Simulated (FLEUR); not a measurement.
# Mn3InC: from one collinear state to anisotropy

Wanted: anisotropy for Mn3InC, with the cost of each step.

Method: LDA (VWN); all-electron FLAPW, Dirac cores, scalar-relativistic bands, in FLEUR MaX-R8.1.

**1. The structure**

The structure is cubic, space group Pm-3m (No. 221). The conventional cell has a = 3.949 Å, b = 3.949 Å, c = 3.949 Å, α = 90.00°, β = 90.00°, γ = 90.00°. Nearest to Mn lie 2 C at 1.97 Å and 4 In at 2.79 Å and 8 Mn at 2.79 Å. In has 12 Mn at 2.79 Å nearest. C has 6 Mn at 1.97 Å nearest. Farther neighbours are not listed.

Coordinates:

```cif
data_structure
_symmetry_space_group_name_H-M 'Pm-3m'
_symmetry_Int_Tables_number 221
_cell_length_a 3.9487
_cell_length_b 3.9487
_cell_length_c 3.9487
_cell_angle_alpha 90.000
_cell_angle_beta 90.000
_cell_angle_gamma 90.000
_cell_volume 61.57
loop_
_atom_site_label
_atom_site_type_symbol
_atom_site_symmetry_multiplicity
_atom_site_Wyckoff_symbol
_atom_site_fract_x
_atom_site_fract_y
_atom_site_fract_z
_atom_site_occupancy
Mn1 Mn 3 d 0.50000 0.00000 0.00000 1
In1 In 1 b 0.50000 0.50000 0.50000 1
C1 C 1 a 0.00000 0.00000 0.00000 1
```

The cell comes from a database of computed structures and need not be the stable phase.

**2. Reference state**

The force theorems are single passes in this state's potential, so it has to be converged first.

No symmetry is used, so that later steps may turn the spins freely; k and −k are joined. inpgen writes inp.xml from crystal.txt; cutoffs, mixing, functional, smearing and local orbitals are then set in the file. The k list scf (kpts.xml, not shown) is a Γ-centred 6×6×6 mesh; where the ranks do not divide the number of points, some are split in two of half the weight.

Input file inp.xml:

```
<?xml version="1.0" encoding="UTF-8" standalone="no"?>
<fleurInput fleurInputVersion="0.39">
   <comment>
      Mn3InC
   </comment>
   <calculationSetup>
      <cutoffs Kmax="4.4" Gmax="13.2" GmaxXC="13.2" numbands="0"/>
      <scfLoop itmax="90" minDistance="0.00002" maxIterBroyd="15" imix="Anderson" alpha="0.05" precondParam="0.0" spinf="2.0" sdNocoIR="T"/>
      <coreElectrons ctail="F" frcor="F" kcrel="0" coretail_lmax="0"/>
      <xcFunctional name="vwn" relativisticCorrections="F"/>
      <magnetism jspins="2" l_noco="F" l_ss="F">
         <qss>0.0 0.0 0.0</qss>
         <mtNocoParams l_mperp="F" l_mtNocoPot="F" l_relaxSQA="F" mag_mixing_scheme="0" mix_RelaxWeightOffD="1.0" l_constrained="F" mix_constr="1.0"/>
         <sourceFreeMag l_sourceFree="F" l_scaleMag="F" mag_scale="1.0"/>
      </magnetism>
      <soc l_soc="F" theta="0.0" phi="0.0" spav="F"/>
      <expertModes spex="0" secvar="F"/>
      <geometryOptimization l_f="F" forcealpha="1.0" forcemix="BFGS" epsdisp="0.00001" epsforce="0.00001"/>
      <ldaU l_linMix="F" mixParam="0.05" spinf="1.0"/>
   </calculationSetup>
   <cell>
      <bzIntegration valenceElectrons="62.0" mode="hist" fermiSmearingEnergy="0.00293995">
         <kPointListSelection listName="scf"/>
         <xi:include xmlns:xi="http://www.w3.org/2001/XInclude" href="kpts.xml"> </xi:include>
      </bzIntegration>
      <xi:include xmlns:xi="http://www.w3.org/2001/XInclude" href="sym.xml"> </xi:include>
      <bulkLattice scale="1.0">
         <bravaisMatrix>
            <row-1>    7.4618954077936586     0.0000000000000000     0.0000000000000000</row-1>
            <row-2>    0.0000000000000000     7.4618954077936586     0.0000000000000000</row-2>
            <row-3>    0.0000000000000000     0.0000000000000000     7.4618954077936586</row-3>
         </bravaisMatrix>
      </bulkLattice>
   </cell>
   <atomSpecies>
      <species name="Manganese 3.502" element="Mn" atomicNumber="25">
         <mtSphere radius="2.32" gridPoints="767" logIncrement="0.016"/>
         <atomicCutoffs lmax="8" lnonsphr="6"/>
         <electronConfig flipSpins="F">
            <coreConfig>(1s1/2) (2s1/2) (2p1/2) (2p3/2)</coreConfig>
            <valenceConfig>(3s1/2) (3p1/2) (3p3/2) (4s1/2) (3d3/2) (3d5/2)</valenceConfig>
            <stateOccupation state="(3d3/2)" spinUp="1.251" spinDown="0.749"/>
            <stateOccupation state="(3d5/2)" spinUp="3.0" spinDown="0.0"/>
         </electronConfig>
         <energyParameters s="4" p="4" d="3" f="4"/>
         <lo type="SCLO" l="0" n="3" eDeriv="0"/>
         <lo type="SCLO" l="1" n="3" eDeriv="0"/>
      </species>
      <species name="Indium (In)" element="In" atomicNumber="49">
         <mtSphere radius="2.8" gridPoints="925" logIncrement="0.014"/>
         <atomicCutoffs lmax="10" lnonsphr="8"/>
         <electronConfig flipSpins="F">
            <coreConfig>(1s1/2) (2s1/2) (2p1/2) (2p3/2) (3s1/2) (3p1/2) (3p3/2) (4s1/2) (3d3/2) (3d5/2) (4p1/2) (4p3/2)</coreConfig>
            <valenceConfig>(5s1/2) (4d3/2) (4d5/2) (5p1/2) (5p3/2)</valenceConfig>
            <stateOccupation state="(5p1/2)" spinUp="0.166667" spinDown="0.166667"/>
            <stateOccupation state="(5p3/2)" spinUp="0.333333" spinDown="0.333333"/>
         </electronConfig>
         <energyParameters s="5" p="5" d="5" f="4"/>
         <lo type="SCLO" l="2" n="4" eDeriv="0"/>
      </species>
      <species name="Carbon (C)" element="C" atomicNumber="6">
         <mtSphere radius="1.31" gridPoints="433" logIncrement="0.023"/>
         <atomicCutoffs lmax="6" lnonsphr="4"/>
         <electronConfig flipSpins="F">
            <coreConfig>(1s1/2)</coreConfig>
            <valenceConfig>(2s1/2) (2p1/2) (2p3/2)</valenceConfig>
            <stateOccupation state="(2p1/2)" spinUp="0.333333" spinDown="0.333333"/>
            <stateOccupation state="(2p3/2)" spinUp="0.666667" spinDown="0.666667"/>
         </electronConfig>
         <energyParameters s="2" p="2" d="3" f="4"/>
      </species>
   </atomSpecies>
   <atomGroups>
      <atomGroup species="Manganese 3.502">
         <relPos label="                   1">1.000/2.000 .0000000000 .0000000000</relPos>
         <force calculate="T" relaxXYZ="TTT"/>
         <nocoParams  alpha="0.0" beta="0.0"/>
      </atomGroup>
      <atomGroup species="Manganese 3.502">
         <relPos label="                   2">.0000000000 .0000000000 1.000/2.000</relPos>
         <force calculate="T" relaxXYZ="TTT"/>
         <nocoParams  alpha="0.0" beta="0.0"/>
      </atomGroup>
      <atomGroup species="Manganese 3.502">
         <relPos label="                   3">.0000000000 1.000/2.000 .0000000000</relPos>
         <force calculate="T" relaxXYZ="TTT"/>
         <nocoParams  alpha="0.0" beta="0.0"/>
      </atomGroup>
      <atomGroup species="Indium (In)">
         <relPos label="                   4">1.000/2.000 1.000/2.000 1.000/2.000</relPos>
         <force calculate="T" relaxXYZ="TTT"/>
         <nocoParams  alpha="0.0" beta="0.0"/>
      </atomGroup>
      <atomGroup species="Carbon (C)">
         <relPos label="                   5">.0000000000 .0000000000 .0000000000</relPos>
         <force calculate="T" relaxXYZ="TTT"/>
         <nocoParams  alpha="0.0" beta="0.0"/>
      </atomGroup>
   </atomGroups>
   <output dos="F" band="F" slice="F">
      <bandDOS minEnergy="-.5*Htr" maxEnergy="0.5*Htr" sigma="0.015" storeEVData="T"/>
      <plotting iplot="0" polar="F">
         <plot TwoD="T" vec1="  1.0  0.0  0.0" vec2="  0.0  1.0  0.0" vec3="  0.0  0.0  1.0" zero="  0.0  0.0  0.0" file="plot"/>
      </plotting>
      <moessbauerParams electricFieldGradient="F" isomerShift="F" coreHyperfine="F" valenceHyperfine="F"/>
   </output>
</fleurInput>
```

Input file crystal.txt:

```
Mn3InC
&input film=F cartesian=F /
3.94866500000  0.00000000000  0.00000000000
0.00000000000  3.94866500000  0.00000000000
0.00000000000  0.00000000000  3.94866500000
1.8897261246
1.0 1.0 1.0

5
25 0.50000000000  0.00000000000  0.00000000000 : 3.502
25 0.00000000000  0.00000000000  0.50000000000 : 3.502
25 0.00000000000  0.50000000000  0.00000000000 : 3.502
49 0.50000000000  0.50000000000  0.50000000000
6 0.00000000000  0.00000000000  0.00000000000

&kpt div1=6 div2=6 div3=6 gamma=T /
```

Command:

```bash
> OMP_NUM_THREADS=1 inpgen -f crystal.txt -nosym -noco > inpgen.log  # inp.xml is then edited as shown
> OMP_NUM_THREADS=1 mpirun -n 4 fleur_MPI > fleur.log
```

Log:

```text
Welcome to FLEUR        (www.flapw.de)
      MaX-Release 8.1          (www.max-centre.eu)

 ========== k-point set info ==========
 Selected k-point list: scf
 k-point list type: mesh
 0 x 0 x 0
 Number of k points: 112

 ------------Calculation Setup---------------------------
 Number of MPI-tasks      :            4
 Number of PE/node        :            4
 Number of OMP-threads    :            1
 k-points in parallel     :            4
 pe's per k-point         :            1
 No of k-point loops      :           28
 Eigenvalue solver        :       lapack
 Number of basis functions:          674
 Approximate size of matrices (H+S) per k-point:         0.014 GB
 --------------------------------------------------------
 Complex matrix made real
 Complex matrix made real
Nuclear radius smaller than smallest radial mesh point for atom type 5 -- skipping its core isomer shift
 Iteration:     1   Distance:      20.80383371 me/bohr^3
Nuclear radius smaller than smallest radial mesh point for atom type 5 -- skipping its core isomer shift
 Iteration:     2   Distance:      17.42061901 me/bohr^3
Nuclear radius smaller than smallest radial mesh point for atom type 5 -- skipping its core isomer shift
 Iteration:     3   Distance:      12.14208468 me/bohr^3
Nuclear radius smaller than smallest radial mesh point for atom type 5 -- skipping its core isomer shift
 Iteration:     4   Distance:      11.60909694 me/bohr^3
Nuclear radius smaller than smallest radial mesh point for atom type 5 -- skipping its core isomer shift
 Iteration:     5   Distance:      10.79903832 me/bohr^3
Nuclear radius smaller than smallest radial mesh point for atom type 5 -- skipping its core isomer shift
 Iteration:     6   Distance:       9.91660758 me/bohr^3
Nuclear radius smaller than smallest radial mesh point for atom type 5 -- skipping its core isomer shift
 Iteration:     7   Distance:       5.90103834 me/bohr^3
Nuclear radius smaller than smallest radial mesh point for atom type 5 -- skipping its core isomer shift
 Iteration:     8   Distance:       3.93977600 me/bohr^3
Nuclear radius smaller than smallest radial mesh point for atom type 5 -- skipping its core isomer shift
 Iteration:     9   Distance:       3.25028554 me/bohr^3
Nuclear radius smaller than smallest radial mesh point for atom type 5 -- skipping its core isomer shift
 Iteration:    10   Distance:       3.38871420 me/bohr^3
Nuclear radius smaller than smallest radial mesh point for atom type 5 -- skipping its core isomer shift
[... 18 iterations left out ...]
 Iteration:    29   Distance:       0.00034514 me/bohr^3
Nuclear radius smaller than smallest radial mesh point for atom type 5 -- skipping its core isomer shift
 Iteration:    30   Distance:       0.00033687 me/bohr^3
Nuclear radius smaller than smallest radial mesh point for atom type 5 -- skipping its core isomer shift
 Iteration:    31   Distance:       0.00026953 me/bohr^3
Nuclear radius smaller than smallest radial mesh point for atom type 5 -- skipping its core isomer shift
 Iteration:    32   Distance:       0.00025840 me/bohr^3
Nuclear radius smaller than smallest radial mesh point for atom type 5 -- skipping its core isomer shift
 Iteration:    33   Distance:       0.00024958 me/bohr^3
Nuclear radius smaller than smallest radial mesh point for atom type 5 -- skipping its core isomer shift
 Iteration:    34   Distance:       0.00014769 me/bohr^3
Nuclear radius smaller than smallest radial mesh point for atom type 5 -- skipping its core isomer shift
 Iteration:    35   Distance:       0.00011417 me/bohr^3
Nuclear radius smaller than smallest radial mesh point for atom type 5 -- skipping its core isomer shift
 Iteration:    36   Distance:       0.00003692 me/bohr^3
Nuclear radius smaller than smallest radial mesh point for atom type 5 -- skipping its core isomer shift
 Iteration:    37   Distance:       0.00003206 me/bohr^3
Nuclear radius smaller than smallest radial mesh point for atom type 5 -- skipping its core isomer shift
 Iteration:    38   Distance:       0.00000754 me/bohr^3

 ********************************************************************
 Run finished successfully
 Stop message:
   all done
 ********************************************************************

--- out.xml (last complete iteration) ---
<iteration numberForCurrentRun="   38" overallNumber="   38">
         [... left out ...]
         <bandgap value="0.0010928310" units="eV"/>
         <sumValenceSingleParticleEnergies value="-31.2319132197" units="Htr"/>
         <FermiEnergy value="0.4220368866" units="Htr"/>
         <valenceDensity>
            <mtCharges spin="1">
               <mtCharge atomType="1" total="7.8416426" s="1.1535518" p="3.1897703" d="3.4744394" f="0.0182035"/>
               <mtCharge atomType="2" total="7.8416426" s="1.1535518" p="3.1897703" d="3.4744395" f="0.0182035"/>
               <mtCharge atomType="3" total="7.8416426" s="1.1535518" p="3.1897703" d="3.4744395" f="0.0182035"/>
               <mtCharge atomType="4" total="6.0724872" s="0.4819841" p="0.5116292" d="5.0246228" f="0.0395437"/>
               <mtCharge atomType="5" total="0.8744094" s="0.3203249" p="0.5447849" d="0.0084276" f="0.0007716"/>
            </mtCharges>
            <mtCharges spin="2">
               <mtCharge atomType="1" total="6.0869150" s="1.1498445" p="3.1890790" d="1.7233839" f="0.0186458"/>
               <mtCharge atomType="2" total="6.0869151" s="1.1498445" p="3.1890790" d="1.7233840" f="0.0186458"/>
               <mtCharge atomType="3" total="6.0869150" s="1.1498445" p="3.1890790" d="1.7233839" f="0.0186458"/>
               <mtCharge atomType="4" total="6.1476329" s="0.5118430" p="0.6035683" d="4.9969565" f="0.0275911"/>
               <mtCharge atomType="5" total="0.9684357" s="0.3318220" p="0.6295522" d="0.0064538" f="0.0005538"/>
            </mtCharges>
            <spinDependentCharge spin="1" total="33.5650538" interstitial="3.0932294" mtSpheres="30.4718244"/>
            <spinDependentCharge spin="2" total="28.4349462" interstitial="3.0581325" mtSpheres="25.3768137"/>
            <totalCharge value="62.0000000000"/>
         </valenceDensity>
         [... left out ...]
         <allElectronCharges>
            <spinDependentCharge spin="1" total="67.5650538" interstitial="3.0939811" mtSpheres="64.4710728"/>
            <spinDependentCharge spin="2" total="62.4349462" interstitial="3.0588864" mtSpheres="59.3760598"/>
            <totalCharge value="130.0000000069"/>
         </allElectronCharges>
         <magneticMomentsInMTSpheres units="muBohr">
            <globalMagMoment atomType="1" vec="0.00000   0.00000   1.75473"/>
            <localMagMoment atomType="1" vec="0.00000   0.00000   1.75473"/>
            <globalMagMoment atomType="2" vec="0.00000   0.00000   1.75473"/>
            <localMagMoment atomType="2" vec="0.00000   0.00000   1.75473"/>
            <globalMagMoment atomType="3" vec="0.00000   0.00000   1.75473"/>
            <localMagMoment atomType="3" vec="0.00000   0.00000   1.75473"/>
            <globalMagMoment atomType="4" vec="0.00000   0.00000  -0.07514"/>
            <localMagMoment atomType="4" vec="0.00000   0.00000  -0.07514"/>
            <globalMagMoment atomType="5" vec="0.00000   0.00000  -0.09403"/>
            <localMagMoment atomType="5" vec="0.00000   0.00000  -0.09403"/>
         </magneticMomentsInMTSpheres>
         <moessbauerParams unitsHFF="kG" unitsIS="e/bohr^3" unitsEFG="Htr/bohr^2">
         </moessbauerParams>
         <totalEnergy value="    -9385.6261034793" units="Htr">
            <sumOfEigenvalues value="    -5551.6010621148">
               <coreElectrons value="-5520.3691488950"/>
               <valenceElectrons value="-31.2319132197"/>
            </sumOfEigenvalues>
            <densityCoulombPotentialIntegral value="-14863.8742193994"/>
            <densityEffectivePotentialIntegral value="-15275.1037411688"/>
            <chargeDenXCDenIntegral value="-310.4470255806"/>
            <FockExchangeEnergyValence value="0.0000000000"/>
            <FockExchangeEnergyCore value="0.0000000000"/>
            <atomTypeDependentContributions atomType="1">
               <electronNucleiInteractionDifferentMTs value="1380.0331484737"/>
               <MadelungTerm value="-10.4993044102"/>
            </atomTypeDependentContributions>
            <atomTypeDependentContributions atomType="2">
               <electronNucleiInteractionDifferentMTs value="1380.0331482815"/>
               <MadelungTerm value="-10.4993044823"/>
            </atomTypeDependentContributions>
            <atomTypeDependentContributions atomType="3">
               <electronNucleiInteractionDifferentMTs value="1380.0331484262"/>
               <MadelungTerm value="-10.4993044218"/>
            </atomTypeDependentContributions>
            <atomTypeDependentContributions atomType="4">
               <electronNucleiInteractionDifferentMTs value="7131.9794281857"/>
               <MadelungTerm value="-17.3917194043"/>
            </atomTypeDependentContributions>
            <atomTypeDependentContributions atomType="5">
               <electronNucleiInteractionDifferentMTs value="40.8242364450"/>
               <MadelungTerm value="-4.9519047224"/>
            </atomTypeDependentContributions>
            <tkbTimesEntropy value="0.0045566066"/>
            <freeEnergy value="-9385.6306600859"/>
            <extrapolationTo0K value="-9385.6283817826"/>
         </totalEnergy>
         <densityConvergence units="me/bohr^3">
            <chargeDensity spin="1" distance="0.0000037939"/>
            <chargeDensity spin="2" distance="0.0000046667"/>
            <overallChargeDensity distance="0.0000075381"/>
            <spinDensity distance="0.0000039397"/>
         </densityConvergence>
      </iteration>
```

Run time: 10 min. Hardware: 4 MPI ranks of Intel Xeon Platinum 8488C (Sapphire Rapids), shared host; peak memory 1.1 GiB; 41 min of CPU time.

Spin moment in the muffin-tin sphere by atom:

```
atom  spin moment in the muffin-tin sphere (μB)
 Mn1                                       1.75
 Mn2                                       1.75
 Mn3                                       1.75
 In4                                      -0.08
  C5                                      -0.09
```

Numbers from this step:

* free energy: -255396.0211 eV
* program's band gap on this mesh (in a metal only a level spacing): 0.001093 eV
* magnetization: 5.130 μB
* final state: ferromagnetic, with opposed induced moments

After 38 cycles the largest moment stands at 1.75 μB.

**3. Anisotropy by the force theorem, rung 1**

Anisotropy is a small difference, so it is taken from sums over occupied states at a frozen potential, where most errors cancel.

One pass with spin–orbit coupling for each direction, from the saved density. Inversion lets half of the mesh serve, which the program's warning doesn't know. The k list mae (kpts.xml, not shown) is a Γ-centred 6×6×6 mesh.

inp.xml: that of step 2 with these lines changed.

```diff
@@ -6,4 +6,4 @@
    <calculationSetup>
-      <cutoffs Kmax="4.4" Gmax="13.2" GmaxXC="13.2" numbands="0"/>
-      <scfLoop itmax="90" minDistance="0.00002" maxIterBroyd="15" imix="Anderson" alpha="0.05" precondParam="0.0" spinf="2.0" sdNocoIR="T"/>
+      <cutoffs Kmax="4.4" Gmax="13.2" GmaxXC="13.2" numbands="182"/>
+      <scfLoop itmax="1" minDistance="0.00002" maxIterBroyd="15" imix="Anderson" alpha="0.05" precondParam="0.0" spinf="2.0" sdNocoIR="T"/>
       <coreElectrons ctail="F" frcor="F" kcrel="0" coretail_lmax="0"/>
@@ -15,3 +15,3 @@
       </magnetism>
-      <soc l_soc="F" theta="0.0" phi="0.0" spav="F"/>
+      <soc l_soc="T" theta="0.0" phi="0.0" spav="F"/>
       <expertModes spex="0" secvar="F"/>
@@ -22,3 +22,3 @@
       <bzIntegration valenceElectrons="62.0" mode="hist" fermiSmearingEnergy="0.00293995">
-         <kPointListSelection listName="scf"/>
+         <kPointListSelection listName="mae"/>
          <xi:include xmlns:xi="http://www.w3.org/2001/XInclude" href="kpts.xml"> </xi:include>
@@ -106,2 +106,5 @@
    </output>
+   <forceTheorem>
+      <MAE theta="0.0 0.9553166 1.5707963" phi="0.0 0.7853982 0.7853982"/>
+   </forceTheorem>
 </fleurInput>
```

Command:

```bash
> OMP_NUM_THREADS=1 mpirun -n 4 fleur_MPI -warn_only > fleur.log
```

Log:

```text
[banner, memory and clock lines left out]
Welcome to FLEUR        (www.flapw.de)
      MaX-Release 8.1          (www.max-centre.eu)
************FLEUR-Warning*****************
Error message: k-point set is not compatible to missing time-reversal symmetry in calculation.
Error occurred in subroutine: gen_bz
Error from PE:0/4
*****************************************

 ========== k-point set info ==========
 Selected k-point list: mae
 k-point list type: mesh
 0 x 0 x 0
 Number of k points: 112

 [... set-up left out ...]
 ********************************************************************
 Run finished successfully
 Stop message:
   Forcetheorem MAE
 ********************************************************************

--- out.xml (force theorem) ---
<Forcetheorem_MAE Angles="3" units="Htr">
            <Angle theta="0.0000000" phi="0.0000000" ev-sum="-31.234696834"/>
            <Angle theta="0.9553166" phi="0.7853982" ev-sum="-31.234696821"/>
            <Angle theta="1.5707963" phi="0.7853982" ev-sum="-31.234696752"/>
         </Forcetheorem_MAE>
```

The job ended after 95 s (4 MPI ranks; peak memory 1.4 GiB; 6.3 min of CPU time).

Anisotropy energies, by row:

| axis | x | y | z | band energy less the first axis' (meV a cell) |
| --- | --- | --- | --- | --- |
| [001] | 0 | 0 | 1 | 0 |
| [111] | 0.5774 | 0.5774 | 0.5774 | 3.54e-4 |
| [110] | 0.7071 | 0.7071 | 0 | 0.002231 |

Indices are those of the standard conventional cell; x, y, z give the same directions in the axes of the input.

(Continued in part 2 of 2.)

[Logs and program files are shortened in this print: banners, set-up blocks, solver, clock and traceback lines can be left out without a mark of their own.]

[Logs are printed without paths, hosts, clocks, repeated set-up lines and the standing remarks that a program may print on its own settings, such as how far it seeks lower states.]

[Hosts, paths, dates, database ids (printed as entryN), source tags and the programs' standing remarks are cut or masked in the printed files.]

[Where a cell is said to come from a database of computed structures, the database is the Materials Project.]
